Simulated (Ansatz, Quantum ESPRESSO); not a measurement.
# Na3HSe (Pm-3m): third-order response, part 3 of 3

Aim: Raman and infrared lines of Na3HSe (Pm-3m).

Quantum ESPRESSO 8.0 development, patched; DFT LDA, scalar-relativistic, plane waves, PseudoDojo norm-conserving pseudopotentials.

So far, highest optical zone-centre mode (no LO-TO term) (cm⁻¹): step 6 (zone-centre analysis) 306; step 8 (without ASR) 307.

### Step 10. The same in Ansatz

A second program on the same cell, potentials, cutoff and meshes tests the implementation of the phonon response, not its convergence. Its field response is summed in its own way. Its k mesh is centred on Γ.

This step: DFT LDA, scalar-relativistic, plane waves, PseudoDojo norm-conserving pseudopotentials (Ansatz 0.2.0).

Input file input.yaml:

```yaml
crystal:
  lattice:
    - [5.3068398436, 0.0, 0.0]
    - [0.0, 5.3068398436, 0.0]
    - [0.0, 0.0, 5.3068398436]
  atoms:
    - { symbol: H, position: [0.0, 0.0, 0.0] }
    - { symbol: Se, position: [0.5, 0.5, 0.5] }
    - { symbol: Na, position: [0.5, 0.5, 0.0] }
    - { symbol: Na, position: [0.5, 0.0, 0.5] }
    - { symbol: Na, position: [0.0, 0.5, 0.5] }
kpoints:
  mp_grid: { grid: [4, 4, 4] }
hamiltonian:
  xc: lda
  pseudopotentials: { kind: nc, accuracy: standard }
scf:
  occupations: { method: fixed }
output:
  eigenvalues: true
basis:
  ecutwfc: 1197.301
phonons:
  method: dfpt
  dielectric: true
  rigid_motions: translations
  raman: true
```

Started as:

```sh
ansatz run input.yaml --threads 4 --pin off --max-ram 16384MiB --backend cpu --events-out ev --progress --plain --runs-dir out
```

The program printed:

```text
Engine: ansatz 0.2.0, x86_64-unknown-linux-gnu
Pseudopotentials: kind: nc
Pseudopotential: H, nc, valence charge 1, recommended cutoff 1006.821291 eV (normal), H.nc.azcp (PseudoDojo's, or run here from an input of PseudoDojo's; its table is named by hamiltonian.pseudopotentials.accuracy)
Pseudopotential: Se, nc, valence charge 16, recommended cutoff 1170.089609 eV (normal), Se.nc.azcp (PseudoDojo's, or run here from an input of PseudoDojo's; its table is named by hamiltonian.pseudopotentials.accuracy)
Pseudopotential: Na, nc, valence charge 9, recommended cutoff 1197.300995 eV (normal), Na.nc.azcp (PseudoDojo's, or run here from an input of PseudoDojo's; its table is named by hamiltonian.pseudopotentials.accuracy)
Functional definition: SPW92
  exchange = slater_x
  correlation = pw_c
Crystal: 5 atoms, lattice volume = 149.454 Å³
Basis set: ecut = 1197.301 eV, 13997 PW (Γ), exchange–correlation on 120×120×120 points (8 copies of the dense FFT grid, shifted against one another)
Bands: 27, of which v1, the nominal top of the filled ones, is band 22 counted from 1 (21 counted from 0)
Symmetry: 48 space group operations
k-points: 30 of 64 (irreducible under 2 space group operations, time reversal used)
Non-local potential: H, projectors of the file, l = 0: 2, l = 1: 1
Non-local potential: Se, projectors of the file, l = 0: 2, l = 1: 2, l = 2: 2
Non-local potential: Na, projectors of the file, l = 0: 2, l = 1: 2
Initial density: superposition of atomic densities (chi_scale 0.1, normalization cell), built separately for each of the 2 bonded fragments (scf.initial_density.interfragment_charge_transfer: auto; true builds it for the cell as a whole; a typed value also counts as a typed key of the start: scf.initial_density.chi_scale says what that changes, if anything)
Initial wavefunctions: pseudopotential atomic-orbital guess
Functional: x = slater, c = lda
SCF iter   1: F=—  HF=-7041.940198 eV  |F-HF|=—  |Δ(HF+E_count)|=         —  Δρ=7.19e-2  dr2=9.07e0  ethr=3.10e-3  ⟨swp⟩=5.1  Hψ=2939  notcnv=0  defer=74
preconditioner: auto → Resta (q_TF=auto, 2.225 Å⁻¹)  ε∞=3.0  [insulator: Δε(μ)=1.867 eV  Ē_g=6.853 eV  n_scr=26 (ndim 8)  ℏωp=9.6 eV  f_vac=0.007  ε∞_Penn≈3.0]
SCF iter   2: F=—  HF=-7038.817618 eV  |F-HF|=—  |Δ(HF+E_count)|=    3.12e0  Δρ=1.99e-2  dr2=6.04e-1  ethr=3.10e-3  ⟨swp⟩=3.1  Hψ=2080  notcnv=0  defer=64
SCF iter   3: F=—  HF=-7038.631790 eV  |F-HF|=—  |Δ(HF+E_count)|=   1.86e-1  Δρ=7.96e-3  dr2=8.55e-2  ethr=1.37e-3  ⟨swp⟩=3.4  Hψ=1683  notcnv=0  defer=78
SCF iter   4: F=—  HF=-7038.631077 eV  |F-HF|=—  |Δ(HF+E_count)|=   7.13e-4  Δρ=1.22e-3  dr2=4.14e-3  ethr=1.94e-4  ⟨swp⟩=2.1  Hψ=998  notcnv=0  defer=83
SCF iter   5: F=—  HF=-7038.632239 eV  |F-HF|=—  |Δ(HF+E_count)|=   1.16e-3  Δρ=3.73e-4  dr2=1.88e-4  ethr=9.42e-6  ⟨swp⟩=2.7  Hψ=1028  notcnv=0  defer=84
SCF iter   6: F=—  HF=-7038.632382 eV  |F-HF|=—  |Δ(HF+E_count)|=   1.44e-4  Δρ=9.69e-5  dr2=1.03e-5  ethr=4.28e-7  ⟨swp⟩=2.5  Hψ=1208  notcnv=0  defer=83
SCF iter   7: F=—  HF=-7038.632389 eV  |F-HF|=—  |Δ(HF+E_count)|=   7.16e-6  Δρ=1.58e-5  dr2=3.73e-7  ethr=2.35e-8  ⟨swp⟩=2.0  Hψ=1140  notcnv=0  defer=72
SCF iter   8: F=—  HF=-7038.632250 eV  |F-HF|=—  |Δ(HF+E_count)|=   1.39e-4  Δρ=3.18e-6  dr2=2.11e-8  ethr=8.47e-10  ⟨swp⟩=2.0  Hψ=929  notcnv=0  defer=63
SCF iter   9: F=—  HF=-7038.632250 eV  |F-HF|=—  |Δ(HF+E_count)|=   2.00e-8  Δρ=1.04e-6  dr2=1.19e-9  ethr=4.79e-11  ⟨swp⟩=2.0  Hψ=930  notcnv=0  defer=63
SCF iter  10: F=-7038.632250 eV  HF=-7038.632250 eV  |F-HF|=1.46e-11  |Δ(HF+E_count)|=  4.55e-11  Δρ=2.11e-7  dr2=3.93e-11  ethr=1.00e-12  ⟨swp⟩=15.4  Hψ=5366  notcnv=0
SCF 1 converged in 10 iterations: F = -7038.632250 eV  dr2 = 3.93e-11
DFPT response loops at Γ: preconditioner auto → none (the input reference at scf.mixing.eps_inf says where Resta's filter doesn't serve); β = 0.50; Broyden in place of MSR1
── the response to a field inside a basis, on 8×8×8 k-points: an SCF that follows is theirs, and a resumed run solves both again ──
Bands: 23, of which v1, the nominal top of the filled ones, is band 22 counted from 1 (21 counted from 0)
k-points: 20
Initial density: handed on by an earlier stage of this run
Initial wavefunctions: pseudopotential atomic-orbital guess (no wavefunctions were taken with the density)
Eigensolver: Dense (20 Hₖ)
SCF iter   1: F=—  HF=-7038.619524 eV  |F-HF|=—  |Δ(HF+E_count)|=         —  Δρ=1.55e-4  dr2=4.41e-6  ethr=1.00e-1
preconditioner: auto → Resta (q_TF=auto, 2.225 Å⁻¹)  ε∞=5.2  [insulator: Δε(μ)=1.860 eV  Ē_g=4.180 eV  n_scr=26 (ndim 8)  ℏωp=8.6 eV  f_vac=0.267  ε∞_Penn≈5.2]
SCF iter   2: F=—  HF=-7038.619525 eV  |F-HF|=—  |Δ(HF+E_count)|=   8.38e-7  Δρ=7.71e-5  dr2=1.04e-6  ethr=1.00e-8
SCF iter   3: F=—  HF=-7038.619525 eV  |F-HF|=—  |Δ(HF+E_count)|=   4.90e-7  Δρ=6.01e-6  dr2=3.51e-8  ethr=2.37e-9
SCF iter   4: F=—  HF=-7038.619525 eV  |F-HF|=—  |Δ(HF+E_count)|=   1.47e-8  Δρ=1.52e-6  dr2=3.30e-9  ethr=7.98e-11
SCF iter   5: F=—  HF=-7038.619525 eV  |F-HF|=—  |Δ(HF+E_count)|=   2.02e-9  Δρ=2.79e-7  dr2=1.13e-10  ethr=7.51e-12
SCF iter   6: F=-7038.619525 eV  HF=-7038.619525 eV  |F-HF|=7.28e-12  |Δ(HF+E_count)|=  9.64e-11  Δρ=7.32e-8  dr2=7.35e-12  ethr=1.00e-12
SCF 1 converged in 6 iterations: F = -7038.619525 eV  dr2 = 7.35e-12
DFPT response loops at Γ: mixed as the last ones told, above
DFPT response loops at Γ: mixed as the last ones told, above
WARN: field response: ε∞ stands inside a basis, on 8×8×8 points; the force constants stand on the 4×4×4 k-mesh, whose period is 10.89 times the interband length at k = (0.0000, 0.0000, -0.5000), direct gap 1.747 eV, under 14: take them and everything formed from them as unconverged, and compare with a denser kpoints.mp_grid
SCF converged after 10 iterations
Free energy (F): -7038.632250 eV
Harris-Foulkes:  -7038.632250 eV  (|F-HF|=1.46e-11)
Internal energy: -7038.632250 eV  (E = F + TS)
E sigma→0 (E₀):  -7038.632250 eV
Fermi energy:    0.892830 eV
--- Per-component energies (eV) ---
  E_band       = -1192.821976
  E_kinetic    = 4408.255892
  E_local      = -8479.862781  (includes V_loc(G=0)·N_el)
  E_nonlocal   = -2598.082067
  E_hartree    = 3332.799355
  E_xc         = -1203.018306
  E_vxc        = -1188.731633  (∫ρ·V_xc dr)
  E_ewald      = -2498.724343
  E_smearing   = -0.000000  (= −TS)
  E_closure    = -0.000000  (closes the sum)
  Σ components = -7038.632250   (vs F -7038.632250, Δ=0.00e0)
--- Band table (eV; the first three rows and the last of 30) ---
  k-point 0: bands = [... 18 lower, -0.7014, -0.7014, -0.7014, -0.1484, 3.9389, 5.0631, 5.0631, 6.7533, ... 1 higher]
  k-point 1: bands = [... 18 lower, -1.2409, -0.6754, -0.6754, 0.3951, 3.3581, 5.2458, 5.4021, 6.1342, ... 1 higher]
  k-point 2: bands = [... 18 lower, -1.5737, -0.6486, -0.6486, 0.8756, 2.6226, 5.7200, 5.7200, 5.7708, ... 1 higher]
  k-point 29: bands = [... 18 lower, -1.2049, -1.2049, -1.2049, 0.8928, 3.6241, 3.6241, 3.6241, 7.0166, ... 1 higher]
--- Phonons (Γ-DFPT): 4 representative perturbations + reference, on 30 of 64 k-points (Σ response iterations 15) ---
  k mesh reduced under 2 symmetry operations, with k and −k counted as one. Each operation leaves every solved perturbation unchanged. A smaller set is not considered because the run solves the response to a homogeneous field
  ASR residual: 3.707e-4 → 0.000e0 eV/Å²; symmetrization residual: 5.631e-6 eV/Å²
  ASR residual per site (eV/Å²): 1.12e-4 5.71e-5 3.71e-4 3.71e-4 3.71e-4
  Γ frequencies (cm⁻¹): -298.24 -298.24 -298.24 -53.63 -53.63 -53.63 0.00 0.00 0.00 136.58 136.58 136.58 306.01 306.01 306.01
  ε∞ (high-frequency dielectric tensor):
        3.668002     0.000000     0.000000
        0.000000     3.668002     0.000000
        0.000000     0.000000     3.668002
  softest optical mode at Γ: -298.24 cm⁻¹; the repairs (sum rule, projections) moved no ω² at Γ by more than (7.27 cm⁻¹)²
  Born effective charges Z* (e; rows j = field, columns β = displacement):
    site 0:
        -1.34102   -0.00000    0.00000
         0.00000   -1.34102   -0.00000
        -0.00000    0.00000   -1.34102
    site 1:
        -1.67419   -0.00000    0.00000
         0.00000   -1.67419   -0.00000
        -0.00000    0.00000   -1.67419
    site 2:
         0.93297   -0.00000    0.00000
         0.00000    0.93297   -0.00000
         0.00000    0.00000    1.14926
    site 3:
         0.93297    0.00000    0.00000
         0.00000    1.14926   -0.00000
        -0.00000    0.00000    0.93297
    site 4:
         1.14926   -0.00000    0.00000
        -0.00000    0.93297    0.00000
        -0.00000    0.00000    0.93297
  Z* charge neutrality: 2.254e-3 e pre-enforcement
  solved inside a basis spanned on kpoints, on 8×8×8 k-points transformed towards the longest dipole: ε∞ is read to err by 9.0e-3, Z* by 1.8e-2 e (field_mesh: kpoints solves on kpoints); Z* is corrected for what the basis lacks
  Raman tensors (in the event stream and the table raman_tensors.tsv): an entry may err by 4.1e-3 Å², one of the second-order susceptibility by 8.0e-19 pm/V (basis, points and sum rule); their sum over the sites missed zero by 1.609e-20 Å² ahead of its enforcement
  optical modes at Γ without the LO–TO term, one row a degenerate level:
      ω (cm⁻¹)  modes    IR ((D/Å)²/amu)  static Raman (Å⁴/amu)  depolarisation
       -298.24      3           123.2623                 0.0000               —
        -53.63      3             0.0000                 0.0000               —
        136.58      3             4.5558                 0.0000               —
        306.01      3             7.3350                 0.0000               —
  optical modes at Γ + LO–TO along q̂ = [1.0000, 0.0000, 0.0000]:
      ω (cm⁻¹)  modes    IR ((D/Å)²/amu)  static Raman (Å⁴/amu)  depolarisation
       -298.24      2            82.1748                 0.0000               —
        -53.63      3             0.0000                 0.0000               —
         88.09      1             3.7712                 0.0000               —
        136.58      2             3.0372                 0.0000               —
        237.59      1            13.8365                 0.0000               —
        306.01      2             4.8900                 0.0000               —
        366.63      1            27.4433                 0.0000               —
  optical modes at Γ + LO–TO along q̂ = [0.0000, 1.0000, 0.0000]:
      ω (cm⁻¹)  modes    IR ((D/Å)²/amu)  static Raman (Å⁴/amu)  depolarisation
       -298.24      2            82.1748                 0.0000               —
        -53.63      3             0.0000                 0.0000               —
         88.09      1             3.7712                 0.0000               —
        136.58      2             3.0372                 0.0000               —
        237.59      1            13.8365                 0.0000               —
        306.01      2             4.8900                 0.0000               —
        366.63      1            27.4433                 0.0000               —
  optical modes at Γ + LO–TO along q̂ = [0.0000, 0.0000, 1.0000]:
      ω (cm⁻¹)  modes    IR ((D/Å)²/amu)  static Raman (Å⁴/amu)  depolarisation
       -298.24      2            82.1748                 0.0000               —
        -53.63      3             0.0000                 0.0000               —
         88.09      1             3.7712                 0.0000               —
        136.58      2             3.0372                 0.0000               —
        237.59      1            13.8365                 0.0000               —
        306.01      2             4.8900                 0.0000               —
        366.63      1            27.4433                 0.0000               —
```

Elapsed: 4.9 min, on 4 threads of Intel Xeon 6975P-C (Granite Rapids), shared host; peak memory 3.3 GiB.

Read from the output:

```
sum-rule residual before enforcement             : 3.71e-4 eV/Å²
miss of the charge sum rule                      : 0.002254 e
estimated error of the dielectric tensor         : 0.008988
estimated error of the Born charges              : 0.01797 e
highest optical zone-centre mode (no LO-TO term) : 306.0 cm⁻¹
lowest optical zone-centre mode                  : -298.2 cm⁻¹
mean high-frequency dielectric constant          : 3.668
largest Born charge in size (third of the trace) : 1.674 e
highest mode moved by the LO-TO term             : 366.6 cm⁻¹
```

Transverse modes; imaginary modes left out. Lines of the infrared spectrum (strongest = 100):

```tsv
position (cm⁻¹)	label	IR intensity ((D/Å)²/amu), degenerate modes summed, relative
137	T1u	62
306	T1u	100
```

The log warns that the force constants on this k mesh are to be taken as unconverged.

### Step 11. The two compared: QE PseudoDojo and Ansatz, PseudoDojo

Numbers from this step:

```yaml
root_mean_square_difference: 0.09 cm⁻¹
largest_difference: 0.14 cm⁻¹
```

The 12 of 12 modes that differ most. Frequencies side by side:

```tsv
q (reciprocal lattice)	mode	QE PseudoDojo (cm⁻¹)	Ansatz, PseudoDojo (cm⁻¹)
0 0 0	1	-298.1	-298.2
0 0 0	2	-298.1	-298.2
0 0 0	3	-298.1	-298.2
0 0 0	4	-53.59	-53.63
0 0 0	5	-53.59	-53.63
0 0 0	6	-53.59	-53.63
0 0 0	10	136.7	136.6
0 0 0	11	136.7	136.6
0 0 0	12	136.7	136.6
0 0 0	13	306	306
0 0 0	14	306	306
0 0 0	15	306	306
```

The two runs side by side. Further quantities:

```tsv
quantity	QE PseudoDojo	Ansatz, PseudoDojo
mean ε∞	3.73	3.668
largest Born charge in size (e; the first before, the second after the charge sum rule)	1.675	1.674
summed IR intensity ((D/Å)²/amu)	137.3	135.2
```

At the zone centre the largest difference (acoustic modes at Γ apart) is 0.05 % of the highest mode.

### Step 12. Results

| Item | Value |
| --- | --- |
| space group after relaxation | Pm-3m |
| volume per atom | 29.9 Å³ |
| gap on the k-mesh | 1.73 eV |
| highest optical zone-centre mode (no LO-TO term) | 306.0 cm⁻¹ |
| lowest optical zone-centre mode | -298.1 cm⁻¹ |
| highest mode moved by the LO-TO term | 366.1 cm⁻¹ |
| mean high-frequency dielectric constant | 3.73 |
| largest Born charge in size (third of the trace) | 1.68 e |
| imaginary optical modes at the zone centre (no q mesh in this session) | yes |
| largest difference from Ansatz, PseudoDojo | 0.14 cm⁻¹ |

In words: No mode is Raman active in this structure; the strongest infrared line lies at 306 cm⁻¹. At the LDA level the optical modes of Na3HSe (Pm-3m) at the zone centre (no LO-TO term) run from 298i to 306 cm⁻¹, so the structure is a saddle point, with 6 modes beyond 10i cm⁻¹ there. Along the directions run, the highest mode that the macroscopic field moves lies at 366 cm⁻¹. Of the 12 optical modes, 9 are infrared active alone and 3 are silent. QE PseudoDojo and Ansatz, PseudoDojo agree to 0.14 cm⁻¹ (0.05 % of the highest mode compared) on all solved modes but the acoustic ones at Γ, without the LO-TO term. These are harmonic frequencies at zero temperature: anharmonic shifts and linewidths and thermal expansion are left out. Ansatz's log warns that force constants on this k mesh are to be taken as unconverged, an error that the frequencies of both programs share. The build is a development version in which the Raman tensors of release 7.5 are mended; dynmat.x leaves out the electro-optic term of LO lines. The structure is a hypothetical one, built on a prototype.

[Host names and launcher messages were left out of these logs when they were recorded.]

[Logs are printed without paths, hosts, clocks, repeated set-up lines and the standing remarks that a program may print on its own settings, such as how far it seeks lower states.]

[Hosts, paths, dates, database ids (printed as entryN), source tags and the programs' standing remarks are cut or masked in the printed files.]
